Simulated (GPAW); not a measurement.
# How ZnS absorbs and reflects light, part 2 of 2

Wanted: where ZnS starts to absorb, how strongly, and its refractive index. The cell comes from an older database entry, whose edges can differ from later determinations, mostly by under a per cent.

GPAW 26.7.0; DFT, PBE, plane-wave PAW (GPAW data sets), scalar-relativistic, RPA, optical limit.

So far. Step 2 (Ground state): There is a gap, 2.10 eV on this mesh (points off the mesh can give less), so no carriers' term is needed.

The database entry behind the starting cell differs from later determinations by our own check (about 0.1 % short), so it need not match the best structure at ambient conditions.

**4. Dielectric function, RPA**

Local fields let the induced charge screen the field inside the cell, which as a rule lowers ε, most along directions where the density is uneven.

This step: DFT, PBE, plane-wave PAW (GPAW data sets), scalar-relativistic, RPA, optical limit (GPAW 26.7.0).

The input, df.py:

```python
from gpaw.response.df import DielectricFunction

df = DielectricFunction('full.gpw', frequencies={'type': 'nonlinear', 'domega0': 0.03, 'omega2': 8},
                        ecut=70,
                        eta=0.12,
                        nbands=33,
                        txt='df.txt')
for direction in ['x']:
    df.get_dielectric_function(xc='RPA', direction=direction, filename=f'df_{direction}.csv')
```

On the command line:

```sh
$ OMP_NUM_THREADS=1 python df.py
```

Numbers of over 12 decimals in the logs are rounded to 6 here.

The log of the run:

```text
Using integrator: PointIntegrator
NonLinearFrequencyDescriptor(from 0.000 to 54.352 eV, 476 points)
Nonperiodic BCs:  [False False False]
Using integrator: PointIntegrator
NonLinearFrequencyDescriptor(from 0.000 to 54.352 eV, 476 points)
Nonperiodic BCs:  [False False False]

Calculating chi0 body with:
    Ground state adapter containing:
    Number of spins: 1
    Number of kpoints: 2197
    Number of irreducible kpoints: 84
    Number of completely occupied states: 9
    Number of partially occupied states: 9

    Linear response parametrization:
    q_c: [0.0, 0.0, 0.0]
    Number of frequency points: 476
    Planewave cutoff: 70.0
    Number of bands: 33
    Number of planewaves: 59
    Broadening (eta): 0.12

Integrating chi0 body.

Symmetries of q_c:
    Direct symmetries (Uq -> q): 24
    Indirect symmetries (TUq -> q): 24
In total 48 allowed symmetries.

84 groups of equivalent kpoints. 96.176604% reduction.

Integral kind: spectral function

Calculating chi0 optical extensions with:
    Ground state adapter containing:
    Number of spins: 1
    Number of kpoints: 2197
    Number of irreducible kpoints: 84
    Number of completely occupied states: 9
    Number of partially occupied states: 9

    Linear response parametrization:
    Number of frequency points: 476
    Planewave cutoff: 70.0
    Number of bands: 33
    Number of planewaves: 59
    Broadening (eta): 0.12
Integrating chi0 head and wings.

Symmetries of q_c:
    Direct symmetries (Uq -> q): 24
    Indirect symmetries (TUq -> q): 24
In total 48 allowed symmetries.

84 groups of equivalent kpoints. 96.176604% reduction.

Integral kind: spectral function wings
```

Run time: 13 s. Hardware: 1 thread of Arm Neoverse V1, shared host; peak memory 0.3 GiB.

This step gave:

- electronic dielectric constant ε∞, mean over x, y and z (by symmetry where fewer were run): 5.576
- main peak of Im epsilon, first axis: 5.936 eV

Some rows of df_x.csv (energy; Re and Im without local fields; Re and Im with them):

```text
0.000000, 6.267409, -0.000000, 5.576061, 0.000000
0.429336, 6.301232, 0.019202, 5.606150, 0.017100
0.878195, 6.414538, 0.042586, 5.707286, 0.038130
1.347938, 6.643251, 0.078315, 5.913230, 0.071044
1.840057, 7.103033, 0.183860, 6.336427, 0.173576
2.356191, 7.743441, 0.507256, 6.911173, 0.490683
2.898142, 7.920467, 1.167779, 6.980125, 1.141116
3.467895, 8.779751, 2.176883, 7.667705, 2.073956
4.067647, 10.651807, 4.602825, 9.281698, 4.105679
4.699832, 6.847255, 6.174272, 5.590311, 5.817983
5.367152, 8.461344, 6.789302, 6.404436, 5.730658
6.072622, 1.893692, 12.646327, 1.888632, 10.283668
6.819608, 0.065110, 6.377510, -0.437323, 4.931646
7.611886, -1.226928, 9.021524, 0.605121, 6.273433
8.453705, -2.910752, 5.830942, -0.841977, 5.087271
9.349861, -2.465266, 2.985783, -1.590647, 3.185513
10.305790, -1.370778, 2.567453, -0.672285, 2.254258
11.327680, -1.614700, 1.755808, -0.931360, 2.025102
12.422601, -1.144905, 1.466760, -0.507386, 1.619361
13.598673, -0.831810, 0.939495, -0.582040, 1.105353
```

Values under the direct gap are tails of Lorentzian lines. The Im ε, E ∥ x by photon energy; read off at these points:

photon energy (eV), Im ε, E ∥ x and a bar:
```
     0.00        0.0 
     0.50        0.0 
     1.00        0.0 
     1.50        0.1 
     2.00        0.3 #
     2.50        1.0 ###
     3.00        1.3 ###
     3.50        2.2 #####
     4.00        3.1 #######
     4.50        5.7 ##############
     4.61        6.4 ################
     5.00        4.8 ############
     5.50        5.3 #############
     5.92       12.3 ##############################
     6.00       11.7 ############################
     6.33       10.8 ##########################
     6.50        8.1 ####################
     7.00        4.7 ############
     7.50        6.1 ###############
     7.61        6.3 ###############
     8.00        5.6 ##############
     8.50        5.1 ############
     9.00        3.7 #########
     9.50        2.9 #######
    10.00        2.4 ######
    10.50        2.4 ######
    11.00        2.1 #####
    11.50        1.8 ####
    12.00        1.5 ####
    12.50        1.7 ####
    13.00        1.3 ###
    13.50        1.2 ###
```

Re ε, E ∥ x against photon energy:

photon energy (eV), Re ε, E ∥ x and a bar from the least value:
```
      0.0       5.58 ####################
      0.5       5.62 ####################
      1.0       5.75 #####################
      1.5       6.01 #####################
      2.0       6.54 #######################
      2.5       7.20 #########################
      3.0       7.18 #########################
      3.5       7.67 ##########################
      4.0       9.07 ##############################
      4.5       7.64 ##########################
      5.0       5.89 #####################
      5.5       6.72 #######################
      6.0       2.93 #############
      6.5      -1.68 
      7.0       0.44 ######
      7.5       0.86 #######
      8.0      -0.87 ##
      8.5      -1.03 ##
      9.0      -0.85 ##
      9.5      -1.27 #
     10.0      -1.05 ##
     10.5      -0.64 ###
     11.0      -0.91 ##
     11.5      -0.93 ##
     12.0      -0.59 ###
     12.5      -0.56 ###
     13.0      -0.57 ###
     13.5      -0.59 ###
```

Table of refractive index n and extinction k by photon energy:

```
photon energy (eV)      n        k
               0.0   2.36        0
               0.5   2.37  0.00424
               1.0   2.40  0.00940
               1.5   2.45   0.0179
               2.0   2.56   0.0662
               2.5   2.69    0.191
               3.0   2.69    0.241
               3.5   2.80    0.389
               4.0   3.05    0.501
               4.5   2.93    0.972
               5.0   2.60    0.927
               5.5   2.76    0.959
               6.0   2.74     2.14
               6.5   1.81     2.23
               7.0   1.61     1.47
               7.5   1.87     1.62
               8.0   1.56     1.81
               8.5   1.44     1.76
               9.0   1.21     1.52
               9.5  0.984     1.50
              10.0  0.878     1.35
              10.5  0.957     1.25
              11.0  0.838     1.27
              11.5  0.731     1.21
              12.0  0.725     1.06
              12.5  0.770     1.07
              13.0  0.656     1.00
              13.5  0.603    0.978
```

The Im ε, E ∥ x has structure finer than the step of the table below, so its rows give means over 0.5 eV, whole bins alone (the curve runs from 0 to 14.0 eV). Peaks (eV: height): without local fields 5.92: 16.2, 7.38: 9.71; with local fields 4.61: 6.39, 5.92: 12.3, 7.61: 6.27.

Values under the direct gap are tails of Lorentzian lines. Table of Im ε, E ∥ x by photon energy; means over each step:

```
photon energy (eV)  without local fields  with local fields
               0.5                0.0227             0.0203
               1.0                0.0509             0.0457
               1.5                 0.100             0.0917
               2.0                 0.338              0.328
               2.5                 0.910              0.894
               3.0                  1.30               1.26
               3.5                  2.21               2.10
               4.0                  3.86               3.52
               4.5                  5.95               5.46
               5.0                  5.63               5.05
               5.5                  7.62               6.01
               6.0                  13.8               10.7
               6.5                  9.88               8.23
               7.0                  6.82               4.79
               7.5                  9.01               6.02
               8.0                  6.87               5.55
               8.5                  5.35               4.83
               9.0                  3.86               3.71
               9.5                  2.93               3.01
              10.0                  2.57               2.40
              10.5                  2.58               2.36
              11.0                  2.09               2.19
              11.5                  1.61               1.80
              12.0                  1.53               1.57
              12.5                  1.37               1.58
              13.0                  1.10               1.31
              13.5                 0.983               1.17
```

The reflectivity at normal incidence, E ∥ x has structure finer than the step of the table below, so its rows give means over 0.5 eV, whole bins alone (the curve runs from 0 to 14.0 eV). Peaks (eV: height): 4.56: 29.0, 5.97: 41.2, 6.44: 44.6, 8.77: 40.8, 9.35: 39.3, 11.48: 34.6, 12.75: 32.3.

The reflectivity at normal incidence, E ∥ x by photon energy; means over each step:

```
photon energy (eV)  reflectivity at normal incidence, E ∥ x (%)
               0.5                                         16.5
               1.0                                         16.9
               1.5                                         17.7
               2.0                                         19.0
               2.5                                         20.4
               3.0                                         21.2
               3.5                                         23.1
               4.0                                         26.2
               4.5                                         27.5
               5.0                                         25.4
               5.5                                         28.6
               6.0                                         38.7
               6.5                                         41.5
               7.0                                         28.6
               7.5                                         30.9
               8.0                                         35.4
               8.5                                         36.8
               9.0                                         36.2
               9.5                                         37.4
              10.0                                         33.8
              10.5                                         29.4
              11.0                                         32.0
              11.5                                         33.3
              12.0                                         29.3
              12.5                                         29.1
              13.0                                         30.4
              13.5                                         31.0
```

At chosen wavelengths:

```
wavelength (nm)     n      k  R (%)     1/α
            800  2.46  0.019   17.8  3.3 µm
            633  2.55  0.054   19.1  932 nm
            405  2.69  0.265   21.3  122 nm
            365  2.78  0.352   22.8   82 nm
            308  3.09  0.549   27.4   45 nm
            248  2.60  0.928   24.7   21 nm
            193  2.05  2.333   44.4  6.6 nm
```

Below the direct gap, k and the depth come from the tails of the Lorentzian lines, not from transitions.

Rows near the edge hang on the gap, which this functional as a rule makes too small, and phonon-assisted absorption is left out.

**5. What came out**

```yaml
electronic_dielectric_constant_eps_infinity_mean_over_x_y_and_z_by_symmetry_where_fewer_were_run_rpa: 5.58
main_peak_of_im_epsilon_first_axis: 5.94 eV
```

In words: At this level (PBE, RPA) ZnS has ε∞ = 5.58 and n = 2.38 at 1550 nm, and Im ε peaks at 5.9 eV. On the mesh the gap is 2.10 eV and the least direct gap 2.10 eV. Local fields change the static value along x from 6.27 to 5.58 (-11 %). Distinct maxima of Im ε, read by a parabola through the highest points, lie at 4.61 eV (6.4), 5.94 eV (12), 6.33 eV (11) and 7.64 eV (6.3). Excitons and phonon-assisted transitions are missing; PBE gaps are as a rule too small, which pulls the onset down and ε∞ up. The sum runs over mesh points, so small or evenly spaced maxima can still be ripples of the mesh. In this version of GPAW the matrix elements of the optical limit are incomplete, which can lower ε − 1 by up to a tenth where first-row anions or d states rule, and shift it by more in d metals.

[Machine, clock and banner lines and Python warnings are left out of the logs.]

[Logs are printed without paths, hosts, clocks, repeated set-up lines and the standing remarks that a program may print on its own settings, such as how far it seeks lower states.]

[Hosts, paths, dates, database ids (printed as entryN), source tags and the programs' standing remarks are cut or masked in the printed files.]
